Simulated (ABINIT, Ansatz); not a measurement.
## Si3Pb (Pm-3m): zone-centre phonons

Which modes does Si3Pb (Pm-3m) have at the zone centre?

Program: ABINIT 10.8.3. Level of theory: DFT PBEsol, scalar-relativistic, plane waves, PseudoDojo norm-conserving pseudopotentials. Results are calculated unless marked as measured.

The structure was built from a prototype and need not be the compound's stable phase.

### Step 1. Set-up

Symmetry: Pm-3m, No. 221, cubic system. Conventional cell: a = 4.266 Å, b = 4.266 Å, c = 4.266 Å, α = 90.00°, β = 90.00°, γ = 90.00°. Nearest to Pb lie 12 Si at 3.02 Å. Si has 4 Pb at 3.02 Å and 8 Si at 3.02 Å nearest. Farther neighbours are not listed.

### Step 2. Relaxation

The harmonic expansion needs vanishing forces, and a free crystal bears no stress, so cell and atoms are brought to rest. Stress is more sensitive to the basis than forces are: the last 3 Ha under the cutoff are smoothed with ecutsm, and the cutoff is raised above that of the later runs.

The starting cell comes from a relaxation made beforehand in Ansatz (PBEsol, PseudoDojo NC).

relax.abi reads:

```
# relaxation
ionmov 2
optcell 2
dilatmx 1.08
ntime 40
tolmxf 1.0d-05
tolvrs 1.0d-14
prtwf 0
prtden 0
chksymtnons 0

# basis, mesh and filling
ecut 32.0
ecutsm 3.0
ngkpt 6 6 6
nshiftk 1
shiftk 0.0 0.0 0.0
istwfk *1
occopt 3
tsmear 0.01
nband 20
nstep 100
diemac 1000000.0
prtebands 0
prtgsr 0
useylm 1

# cell and atoms
acell 3*1.0 Angstrom
rprim 
    4.265936672 0.0 0.0
    0.0 4.265936672 0.0
    0.0 0.0 4.265936672
ntypat 2
znucl 82 14
natom 4
typat 1 2 2 2
xred 
    0.0 0.0 0.0
    0.0 0.5 0.5
    0.5 0.0 0.5
    0.5 0.5 0.0
pp_dirpath "./pseudo"
pseudos "Pb.upf, Si.upf"
```

Started as:

```bash
OMP_NUM_THREADS=1 mpirun -n 4 abinit relax.abi > relax.log
```

Numbers of over 12 decimals in the logs are rounded to 6 here.

relax.abo, the main output file:

```text
[banners, grids, parts of the stress and lines that vanish by symmetry left out]
- input  file    -> relax.abi
- output file    -> relax.abo
- root for input  files -> relaxi
[...]
Symmetries : space group Pm -3 m (#221); Bravais cP (primitive cubic)
[...]
mpw =        5832          nfft =      110592          nkpt =          20
[...]
== DATASET  1 ==================================================================
[...]
cutoff_energies: {ecut:  32.0, pawecutdg:  -1.0, }
[...]
ETOT  1  -82.687796820469    -8.269E+01 2.294E-01 4.261E+01
 ETOT  2  -82.874099922844    -1.863E-01 2.230E-02 3.213E+00
 ETOT  3  -82.874413638774    -3.137E-04 2.705E-03 1.183E-01
 ETOT  4  -82.874425915448    -1.228E-05 2.607E-03 2.963E-03
 ETOT  5  -82.874426176388    -2.609E-07 6.796E-04 2.076E-04
[...]
At SCF step   10       vres2   =  6.32E-15 < tolvrs=  1.00E-14 =>converged.
[...]
sigma(1 1)=  6.01825576E-07  sigma(3 2)=  0.00000000E+00
  sigma(2 2)=  6.01825576E-07  sigma(3 1)=  0.00000000E+00
  sigma(3 3)=  6.01825576E-07  sigma(2 1)=  0.00000000E+00
[...]
convergence: {deltae:  3.027E-12, res2:  6.320E-15, residm:  1.795E-04, diffor: null, }
etotal    :  -8.28744262E+01
[...]
ETOT  1  -82.874426149594    -8.287E+01 1.739E-04 8.584E-04
[...]
At SCF step    7       vres2   =  1.59E-15 < tolvrs=  1.00E-14 =>converged.
[...]
sigma(1 1)=  4.73406964E-07  sigma(3 2)=  0.00000000E+00
  sigma(2 2)=  4.73406964E-07  sigma(3 1)=  0.00000000E+00
  sigma(3 3)=  4.73406964E-07  sigma(2 1)=  0.00000000E+00
[...]
convergence: {deltae: -1.123E-12, res2:  1.588E-15, residm:  7.494E-05, diffor: null, }
etotal    :  -8.28744262E+01
[...]
ETOT  1  -82.874425266766    -8.287E+01 5.937E-04 1.166E-02
[...]
ETOT  7  -82.874426246511    -1.080E-12 4.398E-05 2.103E-14
 ETOT  8  -82.874426246512    -7.390E-13 2.421E-05 5.569E-17
 At SCF step    8       vres2   =  5.57E-17 < tolvrs=  1.00E-14 =>converged.
[...]
sigma(1 1)= -1.81969382E-10  sigma(3 2)=  0.00000000E+00
  sigma(2 2)= -1.81969386E-10  sigma(3 1)=  0.00000000E+00
  sigma(3 3)= -1.81969380E-10  sigma(2 1)=  0.00000000E+00
[...]
convergence: {deltae: -7.390E-13, res2:  5.569E-17, residm:  2.421E-05, diffor: null, }
etotal    :  -8.28744262E+01
[...]
At Broyd/MD step   3, gradients are converged :
[...]
sigma(1 1)= -1.81969382E-10  sigma(3 2)=  0.00000000E+00
  sigma(2 2)= -1.81969386E-10  sigma(3 1)=  0.00000000E+00
  sigma(3 3)= -1.81969380E-10  sigma(2 1)=  0.00000000E+00
[...]
- sigma(1 1)= -5.35372406E-06  sigma(3 2)=  0.00000000E+00
- sigma(2 2)= -5.35372417E-06  sigma(3 1)=  0.00000000E+00
- sigma(3 3)= -5.35372399E-06  sigma(2 1)=  0.00000000E+00
[...]
fcart     -0.0000000000E+00 -0.0000000000E+00 -0.0000000000E+00
           strten     -1.8196938227E-10 -1.8196938574E-10 -1.8196937967E-10
================================================================================

[key lines of the parts left out:]
pressure_GPa:   5.3537E-06
Total energy (etotal) [Ha]= -8.28744262465116E+01
```

Elapsed: 81 s, on 4 MPI ranks of Intel Xeon at 2.70GHz, shared host.

Little changed from the start: no atom moved by 0.005 Å and no cell edge by 0.1 %.

This step gave:

- volume per atom: 19.40 Å³
- pressure: 5.35e-6 GPa
- gap on the k-mesh: 0 eV

### Step 3. Ground state

The response is built on these wavefunctions, so the potential is converged far more tightly than an energy would need. Occupations are smeared.

gs.abi reads:

```
# ground state
tolvrs 1.0d-16
prtden 1
prtwf 1

# basis, mesh and filling
ecut 25.5
ngkpt 6 6 6
nshiftk 1
shiftk 0.0 0.0 0.0
istwfk *1
occopt 3
tsmear 0.01
nband 20
nstep 100
diemac 1000000.0
prtebands 0
prtgsr 0
useylm 1

# cell and atoms
acell 3*1.0 Angstrom
rprim 
    4.265575795 0.0 0.0
    0.0 4.265575795 0.0
    0.0 0.0 4.265575795
ntypat 2
znucl 82 14
natom 4
typat 1 2 2 2
xred 
    0.0 0.0 0.0
    0.0 0.5 0.5
    0.5 0.0 0.5
    0.5 0.5 0.0
pp_dirpath "./pseudo"
pseudos "Pb.upf, Si.upf"
```

Started as:

```bash
OMP_NUM_THREADS=1 mpirun -n 4 abinit gs.abi > gs.log
```

gs.abo, the main output file:

```text
[banners, grids, parts of the stress and lines that vanish by symmetry left out]
- input  file    -> gs.abi
- output file    -> gs.abo
- root for input  files -> gsi
[...]
Symmetries : space group Pm -3 m (#221); Bravais cP (primitive cubic)
[...]
mpw =        3235          nfft =       64000          nkpt =          20
[...]
== DATASET  1 ==================================================================
[...]
cutoff_energies: {ecut:  25.5, pawecutdg:  -1.0, }
[...]
ETOT  1  -82.697055983787    -8.270E+01 2.536E-01 2.006E+01
 ETOT  2  -82.874187003770    -1.771E-01 5.092E-03 9.417E-01
 ETOT  3  -82.874373635496    -1.866E-04 1.484E-03 2.591E-02
 ETOT  4  -82.874378707175    -5.072E-06 1.247E-03 1.893E-03
 ETOT  5  -82.874379128649    -4.215E-07 4.188E-04 8.275E-05
[...]
ETOT 11  -82.874379152820     3.411E-13 2.313E-04 1.068E-16
 ETOT 12  -82.874379152819     5.116E-13 1.480E-04 5.134E-19
 At SCF step   12       vres2   =  5.13E-19 < tolvrs=  1.00E-16 =>converged.
[...]
sigma(1 1)=  1.70459254E-06  sigma(3 2)=  0.00000000E+00
  sigma(2 2)=  1.70459254E-06  sigma(3 1)=  0.00000000E+00
  sigma(3 3)=  1.70459254E-06  sigma(2 1)=  0.00000000E+00
[...]
convergence: {deltae:  5.116E-13, res2:  5.134E-19, residm:  1.480E-04, diffor: null, }
etotal    :  -8.28743792E+01
[...]
sigma(1 1)=  1.70459254E-06  sigma(3 2)=  0.00000000E+00
  sigma(2 2)=  1.70459254E-06  sigma(3 1)=  0.00000000E+00
  sigma(3 3)=  1.70459254E-06  sigma(2 1)=  0.00000000E+00
[...]
- sigma(1 1)=  5.01508439E-02  sigma(3 2)=  0.00000000E+00
- sigma(2 2)=  5.01508439E-02  sigma(3 1)=  0.00000000E+00
- sigma(3 3)=  5.01508439E-02  sigma(2 1)=  0.00000000E+00
[...]
fcart     -0.0000000000E+00 -0.0000000000E+00 -0.0000000000E+00
           strten      1.7045925361E-06  1.7045925362E-06  1.7045925362E-06
================================================================================

[key lines of the parts left out:]
pressure_GPa:  -5.0151E-02
```

Elapsed: 20 s, on 4 MPI ranks; 78 s of CPU time.

Read from the output:

* pressure: -0.05015 GPa

The cell stands at -0.050 GPa, close enough for phonons.

### Step 4. Linear response at Γ

At q = 0 one unit cell holds all displacements. The response is solved for single atoms along the cell's directions, and symmetry skips those that follow from others. The crystal is treated as a metal, which screens a static field, so no field response is asked.

dfpt_gamma.abi reads:

```

# common to the responses
getwfk_filepath "gso_WFK"
kptopt 2
nqpt 1
qpt 0.0 0.0 0.0
asr 0
chneut 0

# displacements
rfphon 1
rfatpol 1 4
rfdir 1 1 1
tolvrs 1.0d-10
prtwf 0

# basis, mesh and filling
ecut 25.5
ngkpt 6 6 6
nshiftk 1
shiftk 0.0 0.0 0.0
istwfk *1
occopt 3
tsmear 0.01
nband 20
nstep 100
diemac 1000000.0
prtebands 0
prtgsr 0
useylm 1

# cell and atoms
acell 3*1.0 Angstrom
rprim 
    4.265575795 0.0 0.0
    0.0 4.265575795 0.0
    0.0 0.0 4.265575795
ntypat 2
znucl 82 14
natom 4
typat 1 2 2 2
xred 
    0.0 0.0 0.0
    0.0 0.5 0.5
    0.5 0.0 0.5
    0.5 0.5 0.0
pp_dirpath "./pseudo"
pseudos "Pb.upf, Si.upf"
```

Started as:

```bash
OMP_NUM_THREADS=1 mpirun -n 4 abinit dfpt_gamma.abi > dfpt_gamma.log
```

dfpt_gamma.abo, the main output file:

```text
[banners, grids, parts of the stress and lines that vanish by symmetry left out]
- input  file    -> dfpt_gamma.abi
- output file    -> dfpt_gamma.abo
- root for input  files -> dfpt_gammai
- root for output files -> dfpt_gammao

 Symmetries : space group Pm -3 m (#221); Bravais cP (primitive cubic)
================================================================================
 Values of the parameters that define the memory need of the present run (RF).
     intxc =       0      iscf =       7    lmnmax =      18     lnmax =       6
     mgfft =      40  mpssoang =       3    mqgrid =    3001     natom =       4
  nloc_mem =       1    nspden =       1   nspinor =       1    nsppol =       1
      nsym =      48    n1xccc =    2501    ntypat =       2    occopt =       3
   xclevel =       2
-    mband =          20        mffmem =           1         mkmem =          28
-   mkqmem =          28        mk1mem =          28           mpw =        3235
      nfft =       64000          nkpt =         112
- my_mband =          20
================================================================================
================================================================================

--------------------------------------------------------------------------------
------------- Echo of variables that govern the present computation ------------
--------------------------------------------------------------------------------
-
- outvars: echo of selected default values
-   iomode0 =  0 , fftalg0 =312 , wfoptalg0 =  0
-
- outvars: echo of global parameters not present in the input file
-  max_nthreads =    1
-
 -outvars: echo values of preprocessed input variables
 [... echo left out ...]
================================================================================

 chkinp: Checking input parameters for consistency.

[...]
== DATASET  1 ==================================================================
-   mpi_nproc: 4, omp_nthreads: 1 (-1 if OMP is not activated)

--- !DatasetInfo
iteration_state: {dtset: 1, }
dimensions: {natom: 4, nkpt: 112, mband: 20, nsppol: 1, nspinor: 1, nspden: 1, mpw: 3235, }
cutoff_energies: {ecut:  25.5, pawecutdg:  -1.0, }
electrons: {nelect:   2.60000000E+01, charge:   0.00000000E+00, occopt:   3.00000000E+00, tsmear:   1.00000000E-02, }
meta: {optdriver: 1, rfphon: 1, }
...

 mkfilename: getwfk from: gso_WFK

 Real(R)+Recip(G) space primitive vectors, cartesian coordinates (Bohr,Bohr^-1):
 R(1)=  8.0607700  0.0000000  0.0000000  G(1)=  0.1240576  0.0000000  0.0000000
 R(2)=  0.0000000  8.0607700  0.0000000  G(2)=  0.0000000  0.1240576  0.0000000
 R(3)=  0.0000000  0.0000000  8.0607700  G(3)=  0.0000000  0.0000000  0.1240576
 Unit cell volume ucvol=  5.2375670E+02 bohr^3
 Angles (23,13,12)=  9.00000000E+01  9.00000000E+01  9.00000000E+01 degrees
 setup1 : take into account q-point for computing boxcut.

 getcut: wavevector=  0.0000  0.0000  0.0000  ngfft=  40  40  40
         ecut(hartree)=     25.500   => boxcut(ratio)=   2.18297

--- Pseudopotential description ------------------------------------------------
- pspini: atom type   1  psp file is ./pseudo/Pb.upf

- pspini: atom type   2  psp file is ./pseudo/Si.upf

   1.76594101E+03                                ecore*ucvol(ha*bohr**3)
--------------------------------------------------------------------------------

 ==>  initialize data related to q vector <==

 The list of irreducible perturbations for this q vector is:
    1)    idir= 1    ipert=   1
    2)    idir= 1    ipert=   2
    3)    idir= 2    ipert=   2

[...]
The perturbation idir=   2  ipert=   1 is
 symmetric of a previously calculated perturbation.
 So, its SCF calculation is not needed.

 The perturbation idir=   3  ipert=   1 is
 symmetric of a previously calculated perturbation.
 So, its SCF calculation is not needed.

 The perturbation idir=   3  ipert=   2 is
 symmetric of a previously calculated perturbation.
 So, its SCF calculation is not needed.

 The perturbation idir=   1  ipert=   3 is
 symmetric of a previously calculated perturbation.
 So, its SCF calculation is not needed.

[...]
The perturbation idir=   2  ipert=   4 is
 symmetric of a previously calculated perturbation.
 So, its SCF calculation is not needed.

 The perturbation idir=   3  ipert=   4 is
 symmetric of a previously calculated perturbation.
 So, its SCF calculation is not needed.

--------------------------------------------------------------------------------
 Perturbation wavevector (in red.coord.)   0.000000  0.000000  0.000000
 Perturbation : displacement of atom   1   along direction   1
 Found     8 symmetries that leave the perturbation invariant.

[...]
dfpt_looppert : total number of electrons, from k and k+q
  fully or partially occupied states are    2.600000E+01 and    2.600000E+01.
 Initialisation of the first-order wave-functions :
  ireadwf=   0

--- !BeginCycle
iteration_state: {dtset: 1, }
solver: {iscf: 7, nstep: 100, nline: 4, wfoptalg: 0, }
tolerances: {tolvrs: 1.00E-10, }
...

     iter   2DEtotal(Ha)        deltaE(Ha) residm    vres2
-ETOT  1   5.473322     -1.231E+04 1.911E+01 1.161E+02
 ETOT  2   2.685066     -2.788E+00 1.927E-02 9.527E+01
 ETOT  3   2.644130     -4.094E-02 1.302E-02 3.167E+00
 ETOT  4   2.643470     -6.594E-04 9.745E-04 4.886E-01
 ETOT  5   2.643204     -2.668E-04 4.998E-04 8.177E-03
[...]
At SCF step   10       vres2   =  2.04E-12 < tolvrs=  1.00E-10 =>converged.
[...]
Mean square residual over all n,k,spin=   11.514E-10; max=  80.862E-08

 Thirteen components of 2nd-order total energy (hartree) are
 1,2,3: 0th-order hamiltonian combined with 1st-order wavefunctions
     kin0=   1.47965865E+04 eigvalue=   1.06324340E+03  local=  -7.64108807E+03
 4,5,6: 1st-order hamiltonian combined with 1st and 0th-order wfs
 loc psp =  -3.62291909E+03  Hartree=   1.19562174E+03     xc=  -2.02313452E+02
 note that "loc psp" includes a xc core correction that could be resolved
 7,8,9: eventually, occupation + non-local contributions
    edocc=   1.96468252E+01     enl0=   3.08171927E+03   enl1=  -2.10039133E+04
 1-9 gives the relaxation energy (to be shifted if some occ is /=2.0)
   erelax=  -1.23134162E+04
 10,11,12 Non-relaxation  contributions : frozen-wavefunctions and Ewald
 fr.local=   1.64879096E+03 fr.nonlo=   1.04933451E+04  Ewald=   8.73014306E+01
 13,14 Frozen wf xc core corrections (1) and (2)
 frxc 1  =  -4.71480416E+02  frxc 2 =   5.58102361E+02
 Resulting in :
 2DEtotal=    0.2643201089E+01 Ha. Also 2DEtotal=    0.719251657524E+02 eV
    (2DErelax=   -1.2313416204E+04 Ha. 2DEnonrelax=    1.2316059405E+04 Ha)
    (  non-var. 2DEtotal :    2.6432004355E+00 Ha)

[...]
Perturbation wavevector (in red.coord.)   0.000000  0.000000  0.000000
 Perturbation : displacement of atom   2   along direction   1
 Found     8 symmetries that leave the perturbation invariant.

[...]
dfpt_looppert : total number of electrons, from k and k+q
  fully or partially occupied states are    2.600000E+01 and    2.600000E+01.
 Initialisation of the first-order wave-functions :
  ireadwf=   0

--- !BeginCycle
iteration_state: {dtset: 1, }
solver: {iscf: 7, nstep: 100, nline: 4, wfoptalg: 0, }
tolerances: {tolvrs: 1.00E-10, }
...

     iter   2DEtotal(Ha)        deltaE(Ha) residm    vres2
-ETOT  1  -1.947081     -9.914E+01 1.572E+00 3.881E+02
[...]
At SCF step    9       vres2   =  2.59E-11 < tolvrs=  1.00E-10 =>converged.
[...]
Mean square residual over all n,k,spin=   19.953E-11; max=  59.185E-09

 Thirteen components of 2nd-order total energy (hartree) are
 1,2,3: 0th-order hamiltonian combined with 1st-order wavefunctions
     kin0=   8.40400221E+01 eigvalue=  -4.36101115E+00  local=  -4.59675261E+01
 4,5,6: 1st-order hamiltonian combined with 1st and 0th-order wfs
 loc psp =  -5.35654984E+01  Hartree=   2.31616750E+01     xc=  -8.00919867E+00
 note that "loc psp" includes a xc core correction that could be resolved
 7,8,9: eventually, occupation + non-local contributions
    edocc=   8.31996600E+00     enl0=   4.21179328E+01   enl1=  -1.45038222E+02
 1-9 gives the relaxation energy (to be shifted if some occ is /=2.0)
   erelax=  -9.93018602E+01
 10,11,12 Non-relaxation  contributions : frozen-wavefunctions and Ewald
 fr.local=   2.81173665E+01 fr.nonlo=   6.84144870E+01  Ewald=   2.71739354E+00
 13,14 Frozen wf xc core corrections (1) and (2)
 frxc 1  =  -8.96685822E+00  frxc 2 =   6.90609011E+00
 Resulting in :
 2DEtotal=   -0.2113381228E+01 Ha. Also 2DEtotal=   -0.575080328732E+02 eV
    (2DErelax=   -9.9301860181E+01 Ha. 2DEnonrelax=    9.7188478953E+01 Ha)
    (  non-var. 2DEtotal :   -2.1133811651E+00 Ha)

[...]
Perturbation wavevector (in red.coord.)   0.000000  0.000000  0.000000
 Perturbation : displacement of atom   2   along direction   2
 Found     4 symmetries that leave the perturbation invariant.

--------------------------------------------------------------------------------

--------------------------------------------------------------------------------

 dfpt_looppert : total number of electrons, from k and k+q
  fully or partially occupied states are    2.600000E+01 and    2.600000E+01.
 Initialisation of the first-order wave-functions :
  ireadwf=   0

--- !BeginCycle
iteration_state: {dtset: 1, }
solver: {iscf: 7, nstep: 100, nline: 4, wfoptalg: 0, }
tolerances: {tolvrs: 1.00E-10, }
...

     iter   2DEtotal(Ha)        deltaE(Ha) residm    vres2
-ETOT  1  0.858011     -1.009E+02 1.049E+00 3.045E+02
[...]
ETOT  8  0.697633     -6.239E-12 1.298E-06 1.047E-10
 ETOT  9  0.697633     -4.121E-13 1.016E-06 1.227E-11

 At SCF step    9       vres2   =  1.23E-11 < tolvrs=  1.00E-10 =>converged.
[...]
Mean square residual over all n,k,spin=   14.366E-10; max=  10.158E-07

 Thirteen components of 2nd-order total energy (hartree) are
 1,2,3: 0th-order hamiltonian combined with 1st-order wavefunctions
     kin0=   8.61860860E+01 eigvalue=  -4.34998668E+00  local=  -4.73510598E+01
 4,5,6: 1st-order hamiltonian combined with 1st and 0th-order wfs
 loc psp =  -5.44360510E+01  Hartree=   2.33358134E+01     xc=  -8.04202644E+00
 note that "loc psp" includes a xc core correction that could be resolved
 7,8,9: eventually, occupation + non-local contributions
    edocc=   8.36872800E+00     enl0=   4.28973290E+01   enl1=  -1.47653716E+02
 1-9 gives the relaxation energy (to be shifted if some occ is /=2.0)
   erelax=  -1.01044884E+02
 10,11,12 Non-relaxation  contributions : frozen-wavefunctions and Ewald
 fr.local=  -3.53969860E+01 fr.nonlo=   7.21201737E+01  Ewald=   6.72352844E+01
 13,14 Frozen wf xc core corrections (1) and (2)
 frxc 1  =  -8.92354576E+00  frxc 2 =   6.70759086E+00
 Resulting in :
 2DEtotal=    0.6976333101E+00 Ha. Also 2DEtotal=    0.189835694583E+02 eV
    (2DErelax=   -1.0104488389E+02 Ha. 2DEnonrelax=    1.0174251720E+02 Ha)
    (  non-var. 2DEtotal :    6.9763350668E-01 Ha)

[...]
---- first-order wavefunction calculations are completed ----

 ==> Compute Derivative Database <==

 [... matrices left out ...]
  Phonon wavevector (reduced coordinates) :  0.00000  0.00000  0.00000
 Phonon energies in Hartree :
  -8.449414E-04 -8.449414E-04 -8.449414E-04 -1.288219E-04 -1.288219E-04
  -1.288219E-04  6.684657E-06  6.684657E-06  6.684658E-06  7.888639E-04
   7.888639E-04  7.888639E-04
 Phonon frequencies in cm-1    :
- -1.854432E+02 -1.854432E+02 -1.854432E+02 -2.827314E+01 -2.827314E+01
- -2.827314E+01  1.467113E+00  1.467113E+00  1.467113E+00  1.731356E+02
-  1.731356E+02  1.731356E+02

== END DATASET(S) ==============================================================
================================================================================

 -outvars: echo values of variables after computation
            acell      1.8897261259E+00  1.8897261259E+00  1.8897261259E+00 Bohr
           etotal      6.9763331007E-01
            fcart      0.0000000000E+00  0.0000000000E+00  0.0000000000E+00
           strten      0.0000000000E+00  0.0000000000E+00  0.0000000000E+00
================================================================================
```

The job ended after 2.1 min (4 MPI ranks; 8.3 min of CPU time).

This step gave:

| Property | Result |
| --- | --- |
| largest acoustic frequency at the zone centre before the sum rule | 1.47 cm⁻¹ |
| highest optical zone-centre mode (no LO-TO term) | 173.1 cm⁻¹ |
| lowest optical zone-centre mode | -185.4 cm⁻¹ |

The acoustic modes at Γ come out as far as 1.5 cm⁻¹ from zero, where they should vanish, a small numerical error. The lowest optical mode is imaginary, 185i cm⁻¹, an instability at this level and on this k mesh.

(Part 1 of 2 ends here.)

[Host names and launcher messages were left out of these logs when they were recorded.]

[Logs are printed without paths, hosts, clocks, repeated set-up lines and the standing remarks that a program may print on its own settings, such as how far it seeks lower states.]

[Hosts, paths, dates, database ids (printed as entryN), source tags and the programs' standing remarks are cut or masked in the printed files.]
